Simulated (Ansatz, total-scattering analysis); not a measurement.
# Reading the total scattering of a disordered sample

The sample: formamide (16 formamide; N 16.7, C 16.7, O 16.7, H 50.0 atom %) at 320 K, fixed volume (mean pressure 1.3 GPa), ρ₀ = 0.0906 Å⁻³. The data come from ab initio molecular dynamics with Ansatz (PBE, plane waves, PAW default files, Langevin thermostat, no spin, fixed volume, H with the mass of D). The average runs over 0.62 ps of 96 atoms, so shells between rare elements are rough. Mean temperature 311 K, largest m.s.d. 1.06 Å², energy drift +0 meV an atom (last third less first, no steady trend), Langevin friction 10 ps⁻¹; the first quarter of the run is discarded. Start: last frame of a classical run of this cell at the same density and temperature. So short a stretch relaxes bonds and nearest shells but still remembers its start. It is a liquid that moves slowly on the time of the run as far as so short a run tells.

S(Q) is the Faber–Ziman total, Σ ci cj fi fj (Sij − 1)/⟨f⟩² + 1. Below 4 Å⁻¹ the partials are summed on the cell's own reciprocal vectors (from 0.62 Å⁻¹) and folded with a Gaussian of σ = 0.14 Å⁻¹; above it they are transforms of g(r) out to 6.9 Å, tapered over the last 40 %. The fold lowers sharp peaks, and with so few vectors their positions are good to about 0.1 Å⁻¹. X-rays take neutral-atom form factors, neutrons coherent lengths (N 9.36, C 6.6472, O 5.8037, H 6.6681 fm). Hydrogen is taken as deuterium. G(r) = 4πrρ₀[g(r) − 1] carries the resolution of a Lorch-windowed transform up to 20 Å⁻¹. The patterns are simulated, not measured. The cell is small: beyond half the box only the part of each shell inside it is counted, and low-Q values rest on few vectors.

```csv
Q (Å⁻¹),X-ray,neutron
0.6,-0.33,0.20
0.9,-0.22,0.29
1.2,0.27,0.71
1.5,1.31,1.37
1.8,2.46,1.90
2.1,1.66,1.42
2.4,1.04,1.08
2.7,0.69,0.89
3.0,0.67,0.87
3.3,0.53,0.80
3.6,0.74,0.82
3.9,0.81,0.86
4.2,0.74,0.82
4.5,0.69,0.76
4.8,0.76,0.72
5.1,0.95,0.75
5.4,1.16,0.83
5.7,1.30,0.94
6.0,1.33,1.05
6.3,1.30,1.14
6.6,1.24,1.21
6.9,1.16,1.24
7.2,1.05,1.21
7.5,0.94,1.14
7.8,0.82,1.06
8.1,0.75,1.00
8.4,0.76,0.97
8.7,0.86,0.96
9.0,0.95,0.96
9.3,0.98,0.96
9.6,0.97,0.96
9.9,0.98,0.95
10.2,1.01,0.94
10.5,1.07,0.95
10.8,1.12,0.96
11.1,1.16,0.96
11.4,1.16,0.96
11.7,1.13,0.97
12.0,1.08,1.00
```

G(r):

| r (Å) | X-ray | neutron |
| --- | --- | --- |
| 0.6 | -0.52 | -0.64 |
| 0.7 | -0.58 | -0.92 |
| 0.8 | -0.58 | -0.62 |
| 0.9 | -0.88 | 0.84 |
| 1.0 | -0.93 | 2.45 |
| 1.1 | 0.69 | 2.72 |
| 1.2 | 3.59 | 1.70 |
| 1.3 | 4.69 | 0.58 |
| 1.4 | 2.38 | -0.34 |
| 1.5 | -0.75 | -1.12 |
| 1.6 | -2.08 | -1.42 |
| 1.7 | -1.93 | -1.24 |
| 1.8 | -1.63 | -0.90 |
| 1.9 | -1.66 | -0.39 |
| 2.0 | -1.66 | 0.22 |
| 2.1 | -1.15 | 0.35 |
| 2.2 | -0.21 | -0.20 |
| 2.3 | 0.13 | -0.81 |
| 2.4 | -0.79 | -1.09 |
| 2.5 | -1.97 | -1.23 |
| 2.6 | -2.16 | -1.27 |
| 2.7 | -1.55 | -1.09 |
| 2.8 | -1.01 | -0.78 |
| 2.9 | -0.84 | -0.52 |
| 3.0 | -0.88 | -0.33 |
| 3.1 | -0.87 | -0.22 |
| 3.2 | -0.63 | -0.17 |
| 3.3 | -0.18 | -0.10 |
| 3.4 | 0.33 | 0.06 |
| 3.5 | 0.86 | 0.27 |
| 3.6 | 1.28 | 0.43 |
| 3.7 | 1.39 | 0.48 |
| 3.8 | 1.14 | 0.44 |
| 3.9 | 0.81 | 0.42 |
| 4.0 | 0.64 | 0.43 |
| 4.1 | 0.63 | 0.43 |
| 4.2 | 0.69 | 0.41 |
| 4.3 | 0.73 | 0.40 |
| 4.4 | 0.69 | 0.41 |
| 4.5 | 0.58 | 0.42 |
| 4.6 | 0.44 | 0.42 |
| 4.7 | 0.38 | 0.39 |
| 4.8 | 0.41 | 0.36 |
| 4.9 | 0.44 | 0.30 |
| 5.0 | 0.37 | 0.21 |
| 5.1 | 0.26 | 0.12 |
| 5.2 | 0.17 | 0.10 |
| 5.3 | 0.05 | 0.09 |
| 5.4 | -0.14 | 0.02 |
| 5.5 | -0.29 | -0.10 |
| 5.6 | -0.27 | -0.17 |
| 5.7 | -0.17 | -0.15 |
| 5.8 | -0.19 | -0.14 |
| 5.9 | -0.37 | -0.21 |
| 6.0 | -0.53 | -0.30 |

**Question.** Which pairs make the maxima of G(r) below 4.5 Å, and what can the data say of the number of neighbours?

Each pair enters with the weight ci cj fi fj (2 − δij)/⟨f⟩², taking f = Z for X-rays at Q = 0: H–H 0.02 / 0.23; N–H 0.07 / 0.21; N–O 0.19 / 0.06; C–O 0.17 / 0.04; C–H 0.06 / 0.15; N–C 0.15 / 0.07; O–H 0.08 / 0.13; O–O 0.11 / 0.02 (X-ray / neutron).

| radiation | maximum (Å) | G (Å⁻²) | pairs that make it (share of the curvature of G, each pair at the same resolution) |
| --- | --- | --- | --- |
| X-ray | 1.28 | 4.76 | C–O 60 %, N–C 40 % |
| X-ray | 2.28 | 0.17 | N–O 99 % |
| X-ray | 3.67 | 1.41 | C–O 34 %, N–C 31 %, O–O 24 %, N–N 11 % |
| neutron | 1.06 | 2.83 | N–H 77 %, C–H 23 % |
| neutron | 2.07 | 0.40 | C–H 45 %, N–H 34 %, O–H 19 % |
| neutron | 3.69 | 0.48 | N–C 41 %, C–O 26 %, N–N 14 %, O–O 13 % |

The first shell (N–H, 1.03 Å) shares its range with C–H (1.11 Å), C–O (1.25 Å) and N–C (1.34 Å), so its area is a weighted sum. The maxima can be assigned, but 2 totals can't separate 10 partials, so the counts below come from the model itself.

From the coordinates:

```
pair  first peak (Å)  g there  first minimum (Å)  g there                neighbours                               kind
 N–H            1.03     36.7               1.32     0.00  2.0 H per N, 0.7 N per H                   within molecules
 C–H            1.11     15.1               1.42     0.00  1.0 H per C, 0.3 C per H                   within molecules
 C–O            1.25     42.5               1.60     0.00  1.0 O per C, 1.0 C per O                   within molecules
 N–C            1.34     34.2               1.70     0.00  1.0 C per N, 1.0 N per C                   within molecules
 H–H            1.75      2.6               2.00     0.15                       0.7                   within molecules
 O–H            2.05      4.2               2.28     0.87  2.6 H per O, 0.9 O per H  64 % within molecules at the peak
 N–O            2.29      9.1               2.52     0.11  1.0 O per N, 1.0 N per O                   within molecules
 O–O            3.77      2.3               4.46     1.00                       4.7                  between molecules
 C–C            4.13      2.3               5.30     0.94                       9.6                  between molecules
```

Distances within molecules give the sharpest pair functions, and with hydrogen they rule the neutron S(Q) at high Q: N–H 1.03 Å, C–H 1.11 Å, C–O 1.25 Å, N–C 1.34 Å, H–H 1.75 Å and N–O 2.29 Å (first peaks only). On the last frame 84 % of the H on O, N or F point at an acceptor of another molecule or at an anion within hydrogen-bond range (2.35 Å to O, N, F; 2.85 Å to Cl, Br, I).

[Logs are printed without paths, hosts, clocks, repeated set-up lines and the standing remarks that a program may print on its own settings, such as how far it seeks lower states.]
